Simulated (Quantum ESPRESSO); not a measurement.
# Al (Fm-3m): a volume series of phonon spectra, part 3 of 7

Which modes of Al drive its thermal expansion?

Measurements to reproduce:
- volume expansion coefficient 69 1e-6/K and heat capacity C_P per formula unit 24.2 J/mol/K near room temperature (given in “High-Throughput Prediction of Finite-Temperature Properties using the Quasi-Harmonic Approximation”, 2016, arXiv:1603.06924)

Quantum ESPRESSO 7.5; DFT PBEsol, scalar-relativistic, plane waves, GBRV ultrasoft pseudopotentials.

So far. Step 2 (A first coarse run): The start is under -2.0 GPa at this level and looks like a metal on this mesh. Step 3 (Finding the static equilibrium): After the last step pw.x solved the final cell once more on a basis chosen for it, which moves the energy without moving the atoms.

**4. Self-consistent run**

A tight ground state at this cell gives the energy of this member; its pressure is the stress at this cutoff, which can carry an offset from the finite basis.

scf.in reads:

```
&CONTROL
  calculation = 'scf'
  prefix      = 'x'
  outdir      = './tmp'
  pseudo_dir  = './pseudo'
  tprnfor     = .true.
  tstress     = .true.
/
&SYSTEM
  ibrav       = 0
  nat         = 1
  ntyp        = 1
  ecutwfc     = 30.0
  ecutrho     = 180.0
  occupations = 'smearing'
  smearing    = 'mv'
  degauss     = 0.02
/
&ELECTRONS
  conv_thr         = 1.0d-12
  mixing_beta      = 0.7
  electron_maxstep = 100
/
ATOMIC_SPECIES
 Al     26.9815  Al.upf
CELL_PARAMETERS angstrom
     0.000000000    2.006691663    2.006691663
     2.006691663    0.000000000    2.006691663
     2.006691663    2.006691663    0.000000000
ATOMIC_POSITIONS crystal
 Al     0.000000000   0.000000000   0.000000000
K_POINTS automatic
 16 16 16 0 0 0
```

Command:

```
> OMP_NUM_THREADS=1 mpirun -n 4 pw.x -nk 4 -in scf.in > scf.out
```

The program printed:

```text
[banner, memory and clock lines left out]
Program PWSCF v.7.5

     Message from routine setup:
     using ibrav=0 with symmetry is DISCOURAGED, use correct ibrav instead

     G-vector sticks info

     bravais-lattice index     =            0
     lattice parameter (alat)  =       5.3628  a.u.
     unit-cell volume          =     109.0608 (a.u.)^3
     number of atoms/cell      =            1
     number of atomic types    =            1
     number of electrons       =         3.00
     number of Kohn-Sham states=            6
     kinetic-energy cutoff     =      30.0000  Ry
     charge density cutoff     =     180.0000  Ry
     scf convergence threshold =      1.0E-12
     mixing beta               =       0.7000
     number of iterations used =            8  plain     mixing
     Exchange-correlation= SLA  PW   PSX  PSC
                           (   1   4  10   8   0   0   0)

     celldm(1)=   5.362836  celldm(2)=   0.000000  celldm(3)=   0.000000
     celldm(4)=   0.000000  celldm(5)=   0.000000  celldm(6)=   0.000000

     crystal axes: (cart. coord. in units of alat)
               a(1) = (   0.000000   0.707107   0.707107 )
               a(2) = (   0.707107   0.000000   0.707107 )
               a(3) = (   0.707107   0.707107   0.000000 )

     reciprocal axes: (cart. coord. in units 2 pi/alat)
               b(1) = ( -0.707107  0.707107  0.707107 )
               b(2) = (  0.707107 -0.707107  0.707107 )
               b(3) = (  0.707107  0.707107 -0.707107 )

     PseudoPot. # 1 for Al read from file:
     ./pseudo/Al.upf
     Pseudo is Ultrasoft + core correction, Zval =  3.0
     Using radial grid of  893 points,  3 beta functions with:
                l(1) =   0
                l(2) =   1
                l(3) =   2
     Q(r) pseudized with  8 coefficients,  rinner =    0.900   0.900   0.900
                                                       0.900   0.900

     atomic species   valence    mass     pseudopotential
     Al                3.00    26.98150     Al( 1.00)

     48 Sym. Ops., with inversion, found

   Cartesian axes

     site n.     atom                  positions (alat units)
         1        Al     tau(   1) = (   0.0000000   0.0000000   0.0000000  )

     number of k points=   145  Marzari-Vanderbilt smearing, width (Ry)=  0.0200

     Number of k-points >= 100: set verbosity='high' to print them.

     Dense  grid:     4477 G-vectors     FFT dimensions: (  24,  24,  24)

     Smooth grid:     2421 G-vectors     FFT dimensions: (  20,  20,  20)

     Initial potential from superposition of free atoms

     starting charge       2.9976, renormalised to       3.0000
     Starting wfcs are    4 randomized atomic wfcs +    2 random wfcs

     per-process dynamical memory:     8.7 Mb

     Self-consistent Calculation

     iteration #  1     ecut=    30.00 Ry     beta= 0.70
     Davidson diagonalization with overlap
     ethr =  1.00E-02,  avg # of iterations =  5.4

     Threshold (ethr) on eigenvalues was too large:
     Diagonalizing with lowered threshold

     Davidson diagonalization with overlap
     ethr =  1.99E-04,  avg # of iterations =  2.3

     total energy              =      -6.66465891 Ry
     estimated scf accuracy    <       0.00597545 Ry

     iteration #  2     ecut=    30.00 Ry     beta= 0.70
     Davidson diagonalization with overlap
     ethr =  1.99E-04,  avg # of iterations =  1.0

     total energy              =      -6.66468636 Ry
     estimated scf accuracy    <       0.00033867 Ry

     iteration #  3     ecut=    30.00 Ry     beta= 0.70
     Davidson diagonalization with overlap
     ethr =  1.13E-05,  avg # of iterations =  2.5

     total energy              =      -6.66470035 Ry
     estimated scf accuracy    <       0.00000095 Ry

     iteration #  4     ecut=    30.00 Ry     beta= 0.70
     Davidson diagonalization with overlap
     ethr =  3.16E-08,  avg # of iterations =  2.5

     total energy              =      -6.66470079 Ry
     estimated scf accuracy    <          6.4E-09 Ry

     iteration #  5     ecut=    30.00 Ry     beta= 0.70
     Davidson diagonalization with overlap
     ethr =  2.15E-10,  avg # of iterations =  2.0

     total energy              =      -6.66470079 Ry
     estimated scf accuracy    <          4.3E-10 Ry

     iteration #  6     ecut=    30.00 Ry     beta= 0.70
     Davidson diagonalization with overlap
     ethr =  1.44E-11,  avg # of iterations =  1.1

     total energy              =      -6.66470079 Ry
     estimated scf accuracy    <          4.1E-12 Ry

     iteration #  7     ecut=    30.00 Ry     beta= 0.70
     Davidson diagonalization with overlap
     ethr =  1.36E-13,  avg # of iterations =  1.9

     End of self-consistent calculation

     Number of k-points >= 100: set verbosity='high' to print the bands.

     the Fermi energy is     8.0976 ev

!    total energy              =      -6.66470079 Ry
     estimated scf accuracy    <          3.5E-14 Ry
     smearing contrib. (-TS)   =      -0.00000085 Ry
     internal energy E=F+TS    =      -6.66469995 Ry

     The total energy is F=E-TS. E is the sum of the following terms:
     one-electron contribution =       3.03119425 Ry
     hartree contribution      =       0.00840010 Ry
     xc contribution           =      -4.26353790 Ry
     ewald contribution        =      -5.44075639 Ry

     convergence has been achieved in   7 iterations

     Forces acting on atoms (cartesian axes, Ry/au):

     atom    1 type  1   force =     0.00000000    0.00000000    0.00000000

     Total force =     0.000000     Total SCF correction =     0.000000

     Computing stress (Cartesian axis) and pressure

          total   stress  (Ry/bohr**3)                   (kbar)     P=        0.01
   0.00000010   0.00000000   0.00000000            0.01        0.00        0.00
   0.00000000   0.00000010   0.00000000            0.00        0.01        0.00
   0.00000000   0.00000000   0.00000010            0.00        0.00        0.01

     XML data file, charge density, pseudopotentials, collected wavefunctions
```

Wall time 1.7 s (4 MPI ranks of Intel Xeon 6975P-C (Granite Rapids), shared host); 5.9 s of CPU time.

On a basis chosen for the relaxed cell the pressure is 0.001 GPa, small enough for phonons.

[end of part 3 of 7]

[Logs are printed without paths, hosts, clocks, repeated set-up lines and the standing remarks that a program may print on its own settings, such as how far it seeks lower states.]

[Hosts, paths, dates, database ids (printed as entryN), source tags and the programs' standing remarks are cut or masked in the printed files.]

[A step with changed settings may run another functional than the one named; its input shows which.]

[Of the runs on displaced cells, only some may be shown.]
